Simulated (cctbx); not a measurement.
## Which space group?

Cell: a = 4.0700 Å, b = 4.0700 Å, c = 8.7790 Å, α = 90.00°, β = 90.00°, γ = 90.00°. Expected content of the cell: Pr2 Nb4 Ni1.

The data are simulated with cctbx, not measured: Cu Kα, λ = 1.54184 Å, to d = 0.8 Å, 80 % of the full sphere, strongest reflection 20000 counts, noise from counting, a 3 % proportional error and a noise floor of 8 counts (s.d.); no absorption.

A first pass over the reflections prints:

```text
921 reflections to d = 0.800 A
centring   violations  <I/sigma> of those
    A        430 of   473     18.8
    B        426 of   468     18.7
    C        434 of   455     17.9
    I        402 of   469     14.8
    R        563 of   610     17.8
    F        645 of   698     18.5
Laue class    unique    Rint  (classes that these axes allow; Friedel mates merged)
P -1              562   0.042
P 1 2/m 1         334   0.044
P 1 1 2/m         315   0.043
P 2/m 1 1         338   0.044
P m m m           204   0.046
P 4/m             164   0.047
P 4/m m m         121   0.048
space group    extra absences  I>4sigma  <I/sigma>
P 4 2 2                 0          0         -  acentric
P 4 m m                 0          0         -  acentric
P -4 2 m                0          0         -  acentric
P -4 m 2                0          0         -  acentric
P 4/m m m               0          0         -  centric
Wilson B = 0.84 A^2   <|E^2-1|> = 0.807 (0.968 centric, 0.736 acentric)   E^2>4: 0.0 %
shell (A)         n   <I/sigma>
 8.78 - 1.60     22     33.4
 1.60 - 1.27     17     39.3
 1.27 - 1.11     15     37.0
 1.11 - 1.01     12     36.2
 1.01 - 0.94     17     36.9
 0.94 - 0.88     11     37.7
 0.88 - 0.84     14     37.0
 0.84 - 0.80     13     28.8
```

Q: Read the symmetry from these tables.

Every centring test has many violations, so the lattice is primitive.

Rint stays low (0.042 to 0.048) up to P 4/m m m, the highest class in these axes.

5 settings pass the absence test. No glide or screw absences show, which leaves P 4 2 2, P 4 m m, P -4 2 m, P -4 m 2 and P 4/m m m.

⟨|E²−1|⟩ = 0.807 lies between the two ideal values. The Wilson B of 0.84 Å² means U ≈ 0.0106 Å².

The true group is P-4m2 (no. 115), Laue class 4/mmm, non-centrosymmetric. The tables only narrow the choice to the tied entries; cell content, site symmetry and trial solutions must settle it.

This is a model crystal, built by substitution and not relaxed, with assumed displacement parameters.

[Logs are printed without paths, hosts, clocks, repeated set-up lines and the standing remarks that a program may print on its own settings, such as how far it seeks lower states.]
